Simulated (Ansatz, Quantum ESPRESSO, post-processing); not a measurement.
# Ge chain with one atom pushed 1.0 Å aside at constant bond length: ballistic transmission, part 4 of 4

Aim: the zero-bias transmission with pwcond for this junction: Ge chain with one atom pushed 1.0 Å aside at constant bond length.

Quantum ESPRESSO 7.5; plane-wave DFT, PBE, GBRV ultrasoft pseudopotentials; cross-check by Ansatz 0.2.0 with PAW datasets.

So far. Step 2 (Self-consistent run): The run needed 12 iterations to bring the estimated error under 1e-07 Ry; the largest force on any atom, held or free, is 0.63 eV/Å. Step 3 (The open system): At no point does T exceed the number of channels.

### Step 5. Cross-check with Ansatz

A second code with its own PAW datasets, on the same atoms.

Level of this step: plane-wave DFT, PBE, Ansatz PAW (Ansatz 0.2.0).

The input, input.yaml:

```yaml
crystal:
  lattice:
    - [7.5, 0.0, 0.0]
    - [0.0, 7.5, 0.0]
    - [0.0, 0.0, 25.4032340636]
  atoms:
    - { symbol: Ge, position: [0.5, 0.5, 0.0] }
    - { symbol: Ge, position: [0.5, 0.5, 0.0925079064] }
    - { symbol: Ge, position: [0.5, 0.5, 0.1850158129] }
    - { symbol: Ge, position: [0.5, 0.5, 0.2775237193] }
    - { symbol: Ge, position: [0.5, 0.5, 0.3700316258] }
    - { symbol: Ge, position: [0.633333333, 0.5, 0.4537460468] }
    - { symbol: Ge, position: [0.5, 0.5, 0.5374604678] }
    - { symbol: Ge, position: [0.5, 0.5, 0.6299683742] }
    - { symbol: Ge, position: [0.5, 0.5, 0.7224762807] }
    - { symbol: Ge, position: [0.5, 0.5, 0.8149841871] }
    - { symbol: Ge, position: [0.5, 0.5, 0.9074920936] }
kpoints:
  mp_grid: { grid: [1, 1, 4] }
hamiltonian:
  xc: pbe
scf:
  occupations: { method: fermi_dirac, width: 0.1 }
  convergence: { dr2_threshold: 1.0e-08 }
output:
  transmission:
    leads: [[0, 1]]
    e_range: [-2.0, 2.0]
    de: 0.05
    kmesh: [1, 1]
    reduced_basis: true
  write_potential: true
  write_density: true
  volumetric_format: npy
  elf: true
```

Launch:

```
> ansatz run input.yaml --threads 2 --pin off --max-ram 4096MiB --backend cpu --events-out ev --progress --plain --runs-dir out
```

Numbers of over 12 decimals in the logs are rounded to 6 here.

The program printed:

```text
Engine: ansatz 0.2.0, aarch64-unknown-linux-gnu
Pseudopotentials: kind: paw
Pseudopotential: Ge, paw, valence charge 14, recommended cutoff 420 eV (normal), Ge.paw.azcp
Functional definition: PBE
  parameter kappa = 0.804
  parameter beta = 0.066725
  exchange = pbe_x(kappa = kappa, mu = beta*pi^2/3)
  correlation = pbe_c(beta = beta)
Crystal: 11 atoms, lattice volume = 1428.932 Å³
Basis set: ecut = 420 eV, 27949 PW (Γ)
Bands: 93, of which v1, the nominal top of the filled ones, is band 77 counted from 1 (76 counted from 0)
Symmetry: 4 space group operations
Space group: Pmm2 (ITA 25), of the structure as read, at distance tolerance 1.1e-4 Å
k-points: 3 of 4
Non-local potential: Ge, projectors of the file, l = 0: 2, l = 1: 2, l = 2: 3, l = 3: 1
PAW form: soft (Blöchl's): semilocal exchange-correlation on the pseudo side does not see the compensation charge
PAW one-centre angular grid: Ge, 590 points (default); XC on 64 Gauss nodes
Initial density: superposition of atomic densities (neutral atoms: chi_scale 0, normalization atom), corrected by the library's trained network
Initial wavefunctions: pseudopotential atomic-orbital guess
Functional: x = pbe(κ = 0.804, μ = 0.219515), c = pbe(β = 0.066725)
SCF iter   1: F=—  HF=-47228.262116 eV  |F-HF|=—  |Δ(HF+E_count)|=         —  Δρ=2.54e-3  dr2=6.18e-1  ethr=1.77e-3  ⟨swp⟩=5.3  Hψ=955  notcnv=0  defer=1
preconditioner: auto → LDOS  [metal: Δε(μ)=0.102 eV  Ē_g=6.443 eV  σ=0.100 eV  W_gap=0.25  n_scr=146 (ndim 8)  ℏωp=6.5 eV  f_vac=0.674  D(μ)=9.23/eV (n_scr^D=28)  β→1.0]
SCF iter   2: F=—  HF=-47228.237809 eV  |F-HF|=—  |Δ(HF+E_count)|=   2.43e-2  Δρ=8.41e-4  dr2=1.26e-2  ethr=4.01e-4  ⟨swp⟩=2.3  Hψ=337  notcnv=0  defer=5
SCF iter   3: F=—  HF=-47228.238766 eV  |F-HF|=—  |Δ(HF+E_count)|=   9.57e-4  Δρ=5.17e-4  dr2=5.30e-3  ethr=8.18e-6  ⟨swp⟩=2.0  Hψ=507  notcnv=0  defer=5
SCF iter   4: F=—  HF=-47228.235885 eV  |F-HF|=—  |Δ(HF+E_count)|=   2.88e-3  Δρ=1.58e-4  dr2=6.40e-4  ethr=3.44e-6  ⟨swp⟩=2.0  Hψ=507  notcnv=0  defer=5
SCF iter   5: F=—  HF=-47228.235849 eV  |F-HF|=—  |Δ(HF+E_count)|=   3.61e-5  Δρ=5.42e-5  dr2=6.38e-5  ethr=4.16e-7  ⟨swp⟩=2.0  Hψ=323  notcnv=0  defer=5
SCF iter   6: F=—  HF=-47228.235835 eV  |F-HF|=—  |Δ(HF+E_count)|=   1.45e-5  Δρ=1.30e-5  dr2=6.73e-6  ethr=4.14e-8  ⟨swp⟩=2.0  Hψ=507  notcnv=0  defer=5
SCF iter   7: F=—  HF=-47228.235594 eV  |F-HF|=—  |Δ(HF+E_count)|=   2.40e-4  Δρ=2.68e-6  dr2=1.75e-7  ethr=4.37e-9  ⟨swp⟩=2.0  Hψ=344  notcnv=0  defer=5
SCF iter   8: F=—  HF=-47228.235594 eV  |F-HF|=—  |Δ(HF+E_count)|=   6.89e-8  Δρ=1.05e-6  dr2=2.69e-8  ethr=1.14e-10  ⟨swp⟩=2.7  Hψ=513  notcnv=0  defer=5
SCF iter   9: F=-47228.235595 eV  HF=-47228.235595 eV  |F-HF|=4.80e-10  |Δ(HF+E_count)|=   1.62e-8  Δρ=3.00e-7  dr2=1.66e-9  ethr=6.49e-12  ⟨swp⟩=11.3  Hψ=723  notcnv=0
SCF 1 converged in 9 iterations: F = -47228.235595 eV  dr2 = 1.66e-9
  greatest PAW one-centre occupation: 0.998 electrons in one spin orbital (limit 2), on the Ge atom at site 2 (counted from 0), in its partial waves of l = 2
transmission: 32 of 192 steps passed
transmission: 64 of 192 steps passed
[...]
transmission: 192 of 192 steps passed
WARN: The output density's exchange-correlation potential varies sharply where the density is thin. Do not read a vacuum level from v_tot or v_xc, or from such a field of the output density. On a cell that repeats whose density bears no net charge and no dipole along the vacuum's axis use v_es (v_loc + v_h of the components); under efield.dipole_correction with no amplitude use v_es + v_field, which holds any externa [...]
SCF converged after 9 iterations
Free energy (F): -47228.235595 eV
Harris-Foulkes:  -47228.235595 eV  (|F-HF|=4.80e-10)
Internal energy: -47227.930981 eV  (E = F + TS)
E sigma→0 (E₀):  -47228.083288 eV
Entropy (-TS):   -0.304613 eV (-27.692 meV/atom)
Fermi energy:    -2.536434 eV
--- Per-component energies (eV) ---
  E_band       = -3259.444612
  E_kinetic    = 1201.278844
  E_local      = -47946.130401  (includes V_loc(G=0)·N_el)
  E_nonlocal   = 4570.750656
  E_hartree    = 21487.999897
  E_xc         = -814.090058
  E_vxc        = -684.837716  (∫ρ·V_xc dr)
  E_paw        = -22182.136069  (= ΣΔE_a)
  E_vpaw       = -3376.505612  (= ΣTr[D̂ρ^β])
  E_aug_tail   = 0.003279  (compensation charges beyond the density's cutoff)
  E_ewald      = -3545.607131
  E_smearing   = -0.304613  (= −TS)
  E_closure    = -0.000000  (closes the sum)
  Σ components = -47228.235595   (vs F -47228.235595, Δ=0.00e0)
--- Band table (eV) ---
  k-point 0: bands = [... 73 lower, -3.2156, -2.8475, -2.8038, -2.7388, -2.7297, -1.9295, -1.9054, -1.5931, ... 12 higher]
  k-point 1: bands = [... 73 lower, -3.1117, -3.0368, -2.9538, -2.5052, -2.4870, -2.2714, -1.9133, -1.5593, ... 12 higher]
  k-point 2: bands = [... 73 lower, -3.1571, -3.1340, -2.7843, -2.5961, -2.2133, -2.2127, -2.1485, -1.9057, ... 12 higher]
--- Transmission ---
  basis      : 497 plane waves across, 32 finite elements along
  points     : 1, standing for a mesh of 1 x 1
  energies   : 81 from -2.000000 to 2.000000 eV about the Fermi level, 0.050000 eV apart; the leads are filled to 0.000000 eV, and channels, transmission and decay are at 0.000000 eV
  crystal 0  : Ge1, at the sites [0, 1], period 2.3500 Å, over 23.50 Å; its Hamiltonian steps by up to 8.8 meV
    offset         : up to 0.0000 Å between an atom of the period and one for which it stands
    channels       : 3.000000e0 a spin
    conductance    : none, the energies end too early or step too widely for 300 K: set another output.transmission.e_range or a lower de, or, where they end at an eighth of basis.ecutwfc, a higher one
  junction   : crystal 0 to crystal 0, -0.48 to 22.58 Å
    transmission   : 2.727195e0 a spin
    error estimate : 2.014862e-4 a spin from the reduction of the transverse basis, at the most 6.087630e-4 at -1.050000 eV
    conductance    : none, the energies end too early or step too widely for 300 K: set another output.transmission.e_range or a lower de, or, where they end at an eighth of basis.ecutwfc, a higher one
```

Wall time 41 s (2 threads of Arm Neoverse V2, shared host); peak memory 1.5 GiB; 76 s of CPU time.

Read from the output:

```
free energy                                  : -47228.2356 eV
energy at zero smearing                      : -47228.0833 eV
smearing term TS                             : 0.3046 eV
Fermi energy                                 : -2.536 eV
symmetry operations                          : 4
transmission at the Fermi level, one spin    : 2.727
step of the lead's Hamiltonian over a period : 8.8 meV
```

Per spin. Transmission against energy, zero at the Fermi level:

```csv
energy (eV),transmission
-2.000,0.589
-1.800,0.504
-1.600,0.406
-1.400,0.300
-1.200,0.213
-1.000,2.10
-0.800,2.41
-0.600,2.54
-0.400,2.62
-0.200,2.68
0.000,2.73
0.200,2.76
0.400,2.79
0.600,2.80
0.800,2.81
0.900,2.81
1.000,2.81
1.200,2.80
1.400,2.76
1.600,2.71
1.800,2.64
2.000,2.53
```

Per spin. Open channels against energy, zero at the Fermi level:

```csv
energy (eV),open channels
-2.00,1
-1.90,1
-1.80,1
-1.70,1
-1.55,1
-1.45,1
-1.35,1
-1.25,1
-1.15,1
-1.05,3
-0.90,3
-0.80,3
-0.70,3
-0.60,3
-0.50,3
-0.40,3
-0.25,3
-0.15,3
-0.05,3
0.00,3
0.05,3
0.15,3
0.25,3
0.40,3
0.50,3
0.60,3
0.70,3
0.80,3
0.90,3
1.05,3
1.15,3
1.25,3
1.35,3
1.45,3
1.55,3
1.70,3
1.80,3
1.90,3
2.00,3
```

Electrostatic potential energy in the ca plane at fractional y = 0.500, with atoms of Ge within 0.2 Å of it. With pseudopotentials it is smooth inside the atoms' cores, unlike the true potential.

Ten even steps from '0' (-41 eV) to '9' (2 eV), each cell a mean:
```
99999999999999999999999999999999999999999999
99999999999999999999999999999999999999999999
99999999999999999999999999999999999999999999
99999989999999999999999999999999999999999999
99998667899999999999999999999999999999999999
99985213689999999999999999999999999999999999
88872001488888999888999888899988899988899998
45762000476446887545788644688754578864578875
01464112563102675101476300367410157620137741
00377656751001463000365100156200036400015620
00478888862001574000375100267300047510026620
23689999985224786323687422578632368742257853
77899999998778898777899877899877789887789987
99999999999999999999999999999999999999999999
99999999999999999999999999999999999999999999
99999999999999999999999999999999999999999999
99999999999999999999999999999999999999999999
99999999999999999999999999999999999999999999
99999999999999999999999999999999999999999999
99999999999999999999999999999999999999999999
```
Columns run along c (16.0 Å, from fractional 0.37 to 1.00 of the cell; values clipped at the 3rd and 97th percentile), rows up along a (7.5 Å). Atoms in or near the plane, at fractional coordinates: Ge at (0.00, 0.50), Ge at (0.45, 0.63), Ge at (0.54, 0.50), Ge at (0.63, 0.50), Ge at (0.72, 0.50), Ge at (0.81, 0.50), Ge at (0.91, 0.50).

Valence density in the ca plane at fractional y = 0.500, with atoms of Ge within 0.2 Å of it. It is the smooth field of the valence electrons, not physical close to the nuclei.

Ten steps, logarithmic in the rise over the least value, from '0' (0 e/Å³) to '9' (42 e/Å³), each cell a mean:
```
00000000000000000000000000000000000000000000
00000000000000000000000000000000000000000000
00000000000000000000000000000000000000000000
00000000000000000000000000000000000000000000
00000111000000000000000000000000000000000000
00012343100000000000000000000000000000000000
00113795210000000000000000000000000000000000
21113896211221101121101122110112110112110011
64212453112563112464211355311246421136521125
97311111114895213797312599521379721259841138
86210000013784212686211477411268521248731137
32100000011332111232111233211123211123311113
11000000000111000111000011000011100011100001
00000000000000000000000000000000000000000000
00000000000000000000000000000000000000000000
00000000000000000000000000000000000000000000
00000000000000000000000000000000000000000000
00000000000000000000000000000000000000000000
00000000000000000000000000000000000000000000
00000000000000000000000000000000000000000000
```
Columns run along c (16.0 Å, from fractional 0.37 to 1.00 of the cell), rows up along a (7.5 Å). Atoms in or near the plane, at fractional coordinates: Ge at (0.00, 0.50), Ge at (0.45, 0.63), Ge at (0.54, 0.50), Ge at (0.63, 0.50), Ge at (0.72, 0.50), Ge at (0.81, 0.50), Ge at (0.91, 0.50).

Ansatz finds T = 2.73 against pwcond's 2.74.

### Step 6. All levels side by side

All levels:

```csv
step,T at the Fermi level (per spin),conductance (G0),r.m.s. T(E) from the first,CPU time of the step (s),peak memory (GiB)
Ansatz,2.727,-,0,76.34,1.544
pwcond,2.742,2.742,0.1047,643,0.61
"pwcond, changed setting",2.742,2.742,0.1049,6211,0.99
```

Per spin. The transmission by energy, zero at the Fermi level:

```csv
energy (eV),Ansatz,pwcond,"pwcond, changed setting"
-2.00,0.589,0.568,0.568
-1.90,0.549,0.525,0.525
-1.80,0.504,0.478,0.478
-1.70,0.456,0.428,0.428
-1.60,0.406,0.375,0.375
-1.50,0.353,0.321,0.321
-1.40,0.300,0.269,0.269
-1.20,0.213,0.213,0.214
-1.10,1.31,1.94,1.94
-1.00,2.10,2.25,2.25
-0.90,2.30,2.38,2.38
-0.80,2.41,2.46,2.46
-0.70,2.48,2.52,2.52
-0.60,2.54,2.57,2.57
-0.50,2.58,2.61,2.61
-0.40,2.62,2.65,2.65
-0.30,2.66,2.68,2.68
-0.20,2.68,2.70,2.70
-0.10,2.71,2.72,2.72
0.00,2.73,2.74,2.74
0.10,2.74,2.76,2.76
0.20,2.76,2.77,2.77
0.30,2.77,2.79,2.79
0.40,2.79,2.80,2.80
0.50,2.80,2.81,2.81
0.60,2.80,2.80,2.80
0.70,2.81,2.81,2.81
0.80,2.81,2.82,2.82
0.90,2.81,2.81,2.81
1.00,2.81,2.81,2.81
1.10,2.81,2.80,2.80
1.20,2.80,2.79,2.79
1.40,2.76,2.75,2.75
1.50,2.74,2.73,2.73
1.60,2.71,2.70,2.70
1.70,2.68,2.67,2.67
1.80,2.64,2.63,2.63
1.90,2.60,2.58,2.58
2.00,2.53,2.52,2.52
```

### Step 7. Worked from the printed numbers

G = 2.74 × 77.48 µS = 212 µS a cell, a resistance of 4.71 kΩ.

### Step 8. What came out

```json
{
  "conductance from T at the Fermi level, a cell (G₀ = 2e²/h)": "2.74 G₀",
  "lead channels per spin": "3.00",
  "the same conductance by Ansatz": "2.73 G₀"
}
```

The junction conducts 2.74 G₀ a cell at the Fermi level (PBE, GBRV ultrasoft). At the Fermi level the junction passes 91 % of what the leads offer, nearly all. At the Fermi level pwcond and Ansatz differ by 0.54 %, a close match. Over -2 to 2 eV, T lies between 0.21 and 2.8 per spin. The geometry is as built, not relaxed, and the leads are short.

[Logs are printed without paths, hosts, clocks, repeated set-up lines and the standing remarks that a program may print on its own settings, such as how far it seeks lower states.]

[Hosts, paths, dates, database ids (printed as entryN), source tags and the programs' standing remarks are cut or masked in the printed files.]

[Maps of the electrostatic potential energy from Ansatz leave out the sawtooth potential of an applied field or a dipole correction, so their vacuum need not be flat; planar profiles and work functions include it.]
